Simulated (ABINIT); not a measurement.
**Si3Os (Pm-3m): zone-centre phonons**

Aim: the zone-centre modes of Si3Os (Pm-3m).

Program: ABINIT 10.8.3. Level of theory: DFT LDA, scalar-relativistic, plane waves, PseudoDojo norm-conserving pseudopotentials. Results are calculated unless marked as measured.

The structure was built from a prototype and need not be the compound's stable phase.

**1. The starting structure**

The structure is cubic, space group Pm-3m (No. 221). The conventional cell has a = 3.843 Å, b = 3.843 Å, c = 3.843 Å, α = 90.00°, β = 90.00°, γ = 90.00°. Nearest to Os lie 12 Si at 2.72 Å. Si has 4 Os at 2.72 Å and 8 Si at 2.72 Å nearest. Farther neighbours are not listed.

**2. A first look**

A first run with smearing and empty bands tells whether the crystal has a gap, which decides between fixed occupations and smearing later on.

probe.abi reads:

```
# ground state
tolvrs 1.0d-08
prtden 1
prtwf 1

# basis, mesh and filling
ecut 33.0
ngkpt 6 6 6
nshiftk 1
shiftk 0.0 0.0 0.0
istwfk *1
occopt 7
tsmear 0.005
nband 21
nstep 100
diemac 9.0
prtebands 0
prtgsr 0
useylm 1

# cell and atoms
acell 3*1.0 Angstrom
rprim 
    3.84255039 0.0 0.0
    0.0 3.84255039 0.0
    0.0 0.0 3.84255039
ntypat 2
znucl 76 14
natom 4
typat 1 2 2 2
xred 
    0.0 0.0 0.0
    0.0 0.5 0.5
    0.5 0.0 0.5
    0.5 0.5 0.0
pp_dirpath "./pseudo"
pseudos "Os.upf, Si.upf"
```

On the command line:

```console
$ OMP_NUM_THREADS=1 mpirun -n 4 abinit probe.abi > probe.log
```

Numbers of over 12 decimals in the logs are rounded to 6 here.

probe.abo, the main output file:

```text
[banners, grids, parts of the stress and lines that vanish by symmetry left out]
- input  file    -> probe.abi
- output file    -> probe.abo
- root for input  files -> probei
[...]
Symmetries : space group Pm -3 m (#221); Bravais cP (primitive cubic)
[...]
mpw =        3499          nfft =       64000          nkpt =          20
[...]
== DATASET  1 ==================================================================
[...]
cutoff_energies: {ecut:  33.0, pawecutdg:  -1.0, }
[...]
ETOT  1  -113.92838351416    -1.139E+02 7.959E-02 1.072E+02
 ETOT  2  -113.94091013136    -1.253E-02 2.795E-03 3.040E+02
 ETOT  3  -113.99871938418    -5.781E-02 2.885E-03 1.825E+01
 ETOT  4  -114.00255938373    -3.840E-03 7.751E-04 5.473E-02
 ETOT  5  -114.00257283299    -1.345E-05 2.942E-04 8.273E-04
 ETOT  6  -114.00257299006    -1.571E-07 2.601E-04 5.255E-06
 ETOT  7  -114.00257299096    -8.976E-10 3.012E-04 4.481E-09
 At SCF step    7       vres2   =  4.48E-09 < tolvrs=  1.00E-08 =>converged.
[...]
sigma(1 1)=  4.61528540E-04  sigma(3 2)=  0.00000000E+00
  sigma(2 2)=  4.61528540E-04  sigma(3 1)=  0.00000000E+00
  sigma(3 3)=  4.61528540E-04  sigma(2 1)=  0.00000000E+00
[...]
convergence: {deltae: -8.976E-10, res2:  4.481E-09, residm:  3.012E-04, diffor: null, }
etotal    :  -1.14002573E+02
[...]
sigma(1 1)=  4.61528540E-04  sigma(3 2)=  0.00000000E+00
  sigma(2 2)=  4.61528540E-04  sigma(3 1)=  0.00000000E+00
  sigma(3 3)=  4.61528540E-04  sigma(2 1)=  0.00000000E+00
[...]
- sigma(1 1)=  1.35786384E+01  sigma(3 2)=  0.00000000E+00
- sigma(2 2)=  1.35786384E+01  sigma(3 1)=  0.00000000E+00
- sigma(3 3)=  1.35786384E+01  sigma(2 1)=  0.00000000E+00
[...]
fcart     -0.0000000000E+00 -0.0000000000E+00 -0.0000000000E+00
           strten      4.6152853959E-04  4.6152853959E-04  4.6152853959E-04
================================================================================

[key lines of the parts left out:]
pressure_GPa:  -1.3579E+01
```

Elapsed: 11 s, on 4 MPI ranks of Arm Neoverse V2, shared host.

Numbers from this step:

| Property | Result |
| --- | --- |
| volume per atom | 14.18 Å³ |
| pressure | -13.58 GPa |
| gap on the k-mesh | 0 eV |

No gap opens on this mesh, so smearing is kept; the printed pressure holds the stress of the finite basis too.

**3. Rough relaxation**

The typed start is rough, so a first relaxation with smearing and loose thresholds takes it towards rest cheaply.

prerelax.abi reads:

```
# relaxation
ionmov 2
optcell 2
dilatmx 1.15
chkdilatmx 0
ntime 40
tolmxf 3.0d-04
tolvrs 1.0d-10
prtwf 0
prtden 0
chksymtnons 0

# basis, mesh and filling
ecut 33.0
ecutsm 3.0
ngkpt 4 4 4
nshiftk 1
shiftk 0.0 0.0 0.0
istwfk *1
occopt 7
tsmear 0.005
nband 21
nstep 100
diemac 1000000.0
prtebands 0
prtgsr 0
useylm 1

# cell and atoms
acell 3*1.0 Angstrom
rprim 
    3.84255039 0.0 0.0
    0.0 3.84255039 0.0
    0.0 0.0 3.84255039
ntypat 2
znucl 76 14
natom 4
typat 1 2 2 2
xred 
    0.0 0.0 0.0
    0.0 0.5 0.5
    0.5 0.0 0.5
    0.5 0.5 0.0
pp_dirpath "./pseudo"
pseudos "Os.upf, Si.upf"
```

On the command line:

```console
$ OMP_NUM_THREADS=1 mpirun -n 4 abinit prerelax.abi > prerelax.log
```

prerelax.abo, the main output file:

```text
[banners, grids, parts of the stress and lines that vanish by symmetry left out]
- input  file    -> prerelax.abi
- output file    -> prerelax.abo
- root for input  files -> prerelaxi
[...]
Symmetries : space group Pm -3 m (#221); Bravais cP (primitive cubic)
[...]
mpw =        5294          nfft =       91125          nkpt =          10
[...]
== DATASET  1 ==================================================================
[...]
cutoff_energies: {ecut:  33.0, pawecutdg:  -1.0, }
[...]
ETOT  1  -113.93344062504    -1.139E+02 7.548E-02 1.633E+02
 ETOT  2  -113.96447845449    -3.104E-02 1.551E-03 2.588E+02
 ETOT  3  -113.99931952088    -3.484E-02 3.395E-03 2.211E+01
 ETOT  4  -114.00234287849    -3.023E-03 4.871E-04 1.815E-02
 ETOT  5  -114.00234488783    -2.009E-06 1.382E-04 4.601E-04
[...]
At SCF step    9       vres2   =  2.49E-12 < tolvrs=  1.00E-10 =>converged.
[...]
ETOT  6  -114.01078528503    -9.095E-13 1.734E-10 5.044E-12
 At SCF step    6       vres2   =  5.04E-12 < tolvrs=  1.00E-10 =>converged.
[...]
sigma(1 1)=  3.63582254E-08  sigma(3 2)=  0.00000000E+00
  sigma(2 2)=  3.63582254E-08  sigma(3 1)=  0.00000000E+00
  sigma(3 3)=  3.63582254E-08  sigma(2 1)=  0.00000000E+00
[...]
convergence: {deltae: -9.095E-13, res2:  5.044E-12, residm:  1.734E-10, diffor: null, }
etotal    :  -1.14010785E+02
[...]
At Broyd/MD step   5, gradients are converged :
[...]
sigma(1 1)=  3.63582254E-08  sigma(3 2)=  0.00000000E+00
  sigma(2 2)=  3.63582254E-08  sigma(3 1)=  0.00000000E+00
  sigma(3 3)=  3.63582254E-08  sigma(2 1)=  0.00000000E+00
[...]
- sigma(1 1)=  1.06969592E-03  sigma(3 2)=  0.00000000E+00
- sigma(2 2)=  1.06969592E-03  sigma(3 1)=  0.00000000E+00
- sigma(3 3)=  1.06969592E-03  sigma(2 1)=  0.00000000E+00
[...]
fcart     -0.0000000000E+00 -0.0000000000E+00 -0.0000000000E+00
           strten      3.6358225377E-08  3.6358225378E-08  3.6358225368E-08
================================================================================

[key lines of the parts left out:]
pressure_GPa:  -1.0697E-03
Total energy (etotal) [Ha]= -1.14010785285033E+02
```

The job ended after 57 s (4 MPI ranks; 3.8 min of CPU time).

Relaxation path:

| step | energy less that of the first step (eV) | largest force (eV/Å) | volume (Å³) |
| --- | --- | --- | --- |
| 1 | 0.0000 | 0.0000 | 56.74 |
| 2 | -0.1619 | 0.0000 | 54.38 |
| 3 | -0.2279 | 0.0000 | 51.44 |
| 4 | -0.2297 | 0.0000 | 51.86 |
| 5 | -0.2297 | 0.0000 | 51.83 |

| conventional cell, symmetrised | before | after | change |
| --- | --- | --- | --- |
| a (Å) | 3.843 | 3.728 | -3.0 % |
| b (Å) | 3.843 | 3.728 | -3.0 % |
| c (Å) | 3.843 | 3.728 | -3.0 % |
| volume (Å³/atom) | 14.18 | 12.96 | -8.6 % |

Final coordinates:

```cif
data_structure
_symmetry_space_group_name_H-M 'P 1'
_symmetry_Int_Tables_number 1
_cell_length_a 3.7284
_cell_length_b 3.7284
_cell_length_c 3.7284
_cell_angle_alpha 90.000
_cell_angle_beta 90.000
_cell_angle_gamma 90.000
_cell_volume 51.83
loop_
_atom_site_label
_atom_site_type_symbol
_atom_site_fract_x
_atom_site_fract_y
_atom_site_fract_z
_atom_site_occupancy
Os1 Os 0.00000 0.00000 0.00000 1
Si2 Si 0.00000 0.50000 0.50000 1
Si3 Si 0.50000 0.00000 0.50000 1
Si4 Si 0.50000 0.50000 0.00000 1
```

Read from the output:

* volume per atom: 12.96 Å³
* pressure: -0.001070 GPa

The volume changes by -8.6 % in this run and stands -8.6 % from the first cell.

**4. Relaxation**

The harmonic expansion needs vanishing forces, and a free crystal bears no stress, so cell and atoms are brought to rest. Stress is more sensitive to the basis than forces are: the last 3 Ha under the cutoff are smoothed with ecutsm, and the cutoff is raised above that of the later runs.

relax.abi reads:

```
# relaxation
ionmov 2
optcell 2
dilatmx 1.08
ntime 40
tolmxf 1.0d-05
tolvrs 1.0d-14
prtwf 0
prtden 0
chksymtnons 0

# basis, mesh and filling
ecut 41.0
ecutsm 3.0
ngkpt 8 8 8
nshiftk 1
shiftk 0.0 0.0 0.0
istwfk *1
occopt 6
tsmear 0.01
nband 21
nstep 100
diemac 1000000.0
prtebands 0
prtgsr 0
useylm 1

# cell and atoms
acell 3*1.0 Angstrom
rprim 
    3.728447899 0.0 0.0
    0.0 3.728447899 0.0
    0.0 0.0 3.728447899
ntypat 2
znucl 76 14
natom 4
typat 1 2 2 2
xred 
    0.0 0.0 0.0
    0.0 0.5 0.5
    0.5 0.0 0.5
    0.5 0.5 0.0
pp_dirpath "./pseudo"
pseudos "Os.upf, Si.upf"
```

On the command line:

```console
$ OMP_NUM_THREADS=1 mpirun -n 4 abinit relax.abi > relax.log
```

relax.abo, the main output file:

```text
[banners, grids, parts of the stress and lines that vanish by symmetry left out]
- input  file    -> relax.abi
- output file    -> relax.abo
- root for input  files -> relaxi
[...]
Symmetries : space group Pm -3 m (#221); Bravais cP (primitive cubic)
[...]
mpw =        5559          nfft =       91125          nkpt =          35
[...]
== DATASET  1 ==================================================================
[...]
cutoff_energies: {ecut:  41.0, pawecutdg:  -1.0, }
[...]
ETOT  1  -113.93743115438    -1.139E+02 5.874E-02 1.205E+02
 ETOT  2  -113.98815879491    -5.073E-02 6.281E-03 1.578E+02
 ETOT  3  -114.00692512272    -1.877E-02 2.064E-02 1.995E+01
 ETOT  4  -114.00969801521    -2.773E-03 2.029E-03 7.008E-03
 ETOT  5  -114.00969968300    -1.668E-06 8.652E-04 8.023E-04
[...]
At SCF step   10       vres2   =  4.20E-16 < tolvrs=  1.00E-14 =>converged.
[...]
sigma(1 1)= -2.47047170E-05  sigma(3 2)=  0.00000000E+00
  sigma(2 2)= -2.47047170E-05  sigma(3 1)=  0.00000000E+00
  sigma(3 3)= -2.47047170E-05  sigma(2 1)=  0.00000000E+00
[...]
convergence: {deltae: -9.877E-12, res2:  4.197E-16, residm:  1.398E-04, diffor: null, }
etotal    :  -1.14009700E+02
[...]
ETOT  1  -114.00843135198    -1.140E+02 1.323E-04 9.945E+00
[...]
At SCF step   10       vres2   =  5.37E-17 < tolvrs=  1.00E-14 =>converged.
[...]
sigma(1 1)= -1.09387257E-05  sigma(3 2)=  0.00000000E+00
  sigma(2 2)= -1.09387257E-05  sigma(3 1)=  0.00000000E+00
  sigma(3 3)= -1.09387257E-05  sigma(2 1)=  0.00000000E+00
[...]
convergence: {deltae:  1.123E-12, res2:  5.368E-17, residm:  8.535E-05, diffor: null, }
etotal    :  -1.14009714E+02
[...]
ETOT  1  -114.00890003711    -1.140E+02 4.608E-05 6.330E+00
[...]
ETOT  8  -114.00971705320    -5.343E-12 2.964E-06 2.130E-14
 ETOT  9  -114.00971705321    -5.684E-12 2.727E-06 7.357E-15
 At SCF step    9       vres2   =  7.36E-15 < tolvrs=  1.00E-14 =>converged.
[...]
sigma(1 1)= -3.89981324E-08  sigma(3 2)=  0.00000000E+00
  sigma(2 2)= -3.89981324E-08  sigma(3 1)=  0.00000000E+00
  sigma(3 3)= -3.89981324E-08  sigma(2 1)=  0.00000000E+00
[...]
convergence: {deltae: -5.684E-12, res2:  7.357E-15, residm:  2.727E-06, diffor: null, }
etotal    :  -1.14009717E+02
[...]
At Broyd/MD step   3, gradients are converged :
[...]
sigma(1 1)= -3.89981324E-08  sigma(3 2)=  0.00000000E+00
  sigma(2 2)= -3.89981324E-08  sigma(3 1)=  0.00000000E+00
  sigma(3 3)= -3.89981324E-08  sigma(2 1)=  0.00000000E+00
[...]
- sigma(1 1)= -1.14736467E-03  sigma(3 2)=  0.00000000E+00
- sigma(2 2)= -1.14736467E-03  sigma(3 1)=  0.00000000E+00
- sigma(3 3)= -1.14736467E-03  sigma(2 1)=  0.00000000E+00
[...]
fcart     -0.0000000000E+00 -0.0000000000E+00 -0.0000000000E+00
           strten     -3.8998132350E-08 -3.8998132352E-08 -3.8998132350E-08
================================================================================

[key lines of the parts left out:]
pressure_GPa:   1.1474E-03
Total energy (etotal) [Ha]= -1.14009717053206E+02
```

Run time: 1.7 min. Hardware: 4 MPI ranks; 6.9 min of CPU time.

Relaxation path:

| step | energy less that of the first step (eV) | largest force (eV/Å) | volume (Å³) |
| --- | --- | --- | --- |
| 1 | 0.0000 | 0.0000 | 51.83 |
| 2 | -0.0004 | 0.0000 | 51.95 |
| 3 | -0.0005 | 0.0000 | 52.04 |

| conventional cell, symmetrised | before | after | change |
| --- | --- | --- | --- |
| a (Å) | 3.728 | 3.733 | +0.1 % |
| b (Å) | 3.728 | 3.733 | +0.1 % |
| c (Å) | 3.728 | 3.733 | +0.1 % |
| volume (Å³/atom) | 12.96 | 13.01 | +0.4 % |

The relaxed structure:

```xyz
4
Lattice="3.7334 0.0000 0.0000 0.0000 3.7334 0.0000 0.0000 0.0000 3.7334" Properties=species:S:1:pos:R:3 pbc="T T T"
Os    0.0000    0.0000    0.0000
Si    0.0000    1.8667    1.8667
Si    1.8667    0.0000    1.8667
Si    1.8667    1.8667    0.0000
```

This step gave:

```
volume per atom : 13.01 Å³
pressure        : 0.001147 GPa
```

The volume changes by +0.4 % in this run and stands -8.3 % from the first cell.

**5. Ground state**

First-order wavefunctions inherit every error of the ground state, hence the very tight tolvrs. Smearing stays on, as the first look found no gap above 0.3 eV.

gs.abi reads:

```
# ground state
tolvrs 1.0d-16
prtden 1
prtwf 1

# basis, mesh and filling
ecut 33.0
ngkpt 8 8 8
nshiftk 1
shiftk 0.0 0.0 0.0
istwfk *1
occopt 6
tsmear 0.01
nband 21
nstep 100
diemac 1000000.0
prtebands 0
prtgsr 0
useylm 1

# cell and atoms
acell 3*1.0 Angstrom
rprim 
    3.733415771 0.0 0.0
    0.0 3.733415771 0.0
    0.0 0.0 3.733415771
ntypat 2
znucl 76 14
natom 4
typat 1 2 2 2
xred 
    0.0 0.0 0.0
    0.0 0.5 0.5
    0.5 0.0 0.5
    0.5 0.5 0.0
pp_dirpath "./pseudo"
pseudos "Os.upf, Si.upf"
```

On the command line:

```console
$ OMP_NUM_THREADS=1 mpirun -n 4 abinit gs.abi > gs.log
```

gs.abo, the main output file:

```text
[banners, grids, parts of the stress and lines that vanish by symmetry left out]
- input  file    -> gs.abi
- output file    -> gs.abo
- root for input  files -> gsi
[...]
Symmetries : space group Pm -3 m (#221); Bravais cP (primitive cubic)
[...]
mpw =        3197          nfft =       64000          nkpt =          35
[...]
== DATASET  1 ==================================================================
[...]
cutoff_energies: {ecut:  33.0, pawecutdg:  -1.0, }
[...]
ETOT  1  -113.94400756317    -1.139E+02 5.624E-02 8.734E+01
 ETOT  2  -113.98404920014    -4.004E-02 7.885E-03 1.294E+02
 ETOT  3  -114.00709030590    -2.304E-02 4.956E-03 1.284E+01
 ETOT  4  -114.00957775992    -2.487E-03 2.425E-03 3.339E-03
 ETOT  5  -114.00957895290    -1.193E-06 1.843E-03 4.070E-04
[...]
ETOT 10  -114.00957902527     5.258E-12 2.203E-04 7.285E-16
 ETOT 11  -114.00957902528    -1.961E-12 1.772E-04 1.625E-17
 At SCF step   11       vres2   =  1.63E-17 < tolvrs=  1.00E-16 =>converged.
[...]
sigma(1 1)=  6.04084299E-06  sigma(3 2)=  0.00000000E+00
  sigma(2 2)=  6.04084299E-06  sigma(3 1)=  0.00000000E+00
  sigma(3 3)=  6.04084299E-06  sigma(2 1)=  0.00000000E+00
[...]
convergence: {deltae: -1.961E-12, res2:  1.625E-17, residm:  1.772E-04, diffor: null, }
etotal    :  -1.14009579E+02
[...]
sigma(1 1)=  6.04084299E-06  sigma(3 2)=  0.00000000E+00
  sigma(2 2)=  6.04084299E-06  sigma(3 1)=  0.00000000E+00
  sigma(3 3)=  6.04084299E-06  sigma(2 1)=  0.00000000E+00
[...]
- sigma(1 1)=  1.77727737E-01  sigma(3 2)=  0.00000000E+00
- sigma(2 2)=  1.77727737E-01  sigma(3 1)=  0.00000000E+00
- sigma(3 3)=  1.77727737E-01  sigma(2 1)=  0.00000000E+00
[...]
fcart     -0.0000000000E+00 -0.0000000000E+00 -0.0000000000E+00
           strten      6.0408429922E-06  6.0408429922E-06  6.0408429922E-06
================================================================================

[key lines of the parts left out:]
pressure_GPa:  -1.7773E-01
```

Elapsed: 23 s, on 4 MPI ranks.

Read from the output:

- pressure: -0.1777 GPa

The cell stands at -0.18 GPa: the relaxation ran with a smoothed and higher cutoff, and the difference is a stress of the finite basis.

(Part 1 of 3 ends here.)

[Host names and launcher messages were left out of these logs when they were recorded.]

[Logs are printed without paths, hosts, clocks, repeated set-up lines and the standing remarks that a program may print on its own settings, such as how far it seeks lower states.]

[Hosts, paths, dates, database ids (printed as entryN), source tags and the programs' standing remarks are cut or masked in the printed files.]
